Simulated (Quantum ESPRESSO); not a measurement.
Records of electronic-structure calculations.

```cif
data_tiau
_symmetry_space_group_name_H-M 'Pmma'
_symmetry_Int_Tables_number 51
_cell_length_a 4.6151
_cell_length_b 2.9552
_cell_length_c 4.9475
_cell_angle_alpha 90.000
_cell_angle_beta 90.000
_cell_angle_gamma 90.000
_cell_volume 67.48
loop_
_atom_site_label
_atom_site_type_symbol
_atom_site_symmetry_multiplicity
_atom_site_Wyckoff_symbol
_atom_site_fract_x
_atom_site_fract_y
_atom_site_fract_z
_atom_site_occupancy
Ti1 Ti 2 e 0.25000 0.00000 0.82019 1
Au1 Au 2 f 0.25000 0.50000 0.32411 1
_calc_subject 'TiAu: where do free moments turn?'
_calc_method 'LDA; plane waves with GBRV 1.5 LDA potentials, no spin-orbit coupling (and 1 further level or step)'
_calc_program 'Quantum ESPRESSO 7.5'
_calc_settings_of_one_run 'GBRV 1.5 LDA, potential files Au: au_lda_v1.uspp.F.UPF, Ti: ti_lda_v1.4.uspp.F.UPF, cutoff 462.59 eV, 4×6×4 k-mesh, 64 bands, fermi-dirac occupations, smearing width 0.05 eV, SCF threshold 8.00e-9, starting moments 1 1 0 0 μB'
_calc_cost '5 runs, 8.8 min in all on 4 MPI ranks of Arm Neoverse V1, shared host (the runs of this entry)'
_calc_notes 'Without spin–orbit coupling only the angles between moments matter. The cell holds only so many moments, so longer spirals cannot form in it.'
_calc_lowest_start 'collinear parallel, random 2 and two sublattices 60 degrees apart'
_calc_its_final_state 'ferromagnetic'
_calc_its_moments '0.408 μB'
_calc_its_net_moment '1.00 μB a cell'
```

[Logs and program files are shortened in this print: banners, set-up blocks, solver, clock and traceback lines can be left out without a mark of their own.]

[Logs are printed without paths, hosts, clocks, repeated set-up lines and the standing remarks that a program may print on its own settings, such as how far it seeks lower states.]

[Hosts, paths, dates, database ids (printed as entryN), source tags and the programs' standing remarks are cut or masked in the printed files.]

[Where a cell is said to come from a database of computed structures, the database is the Materials Project.]
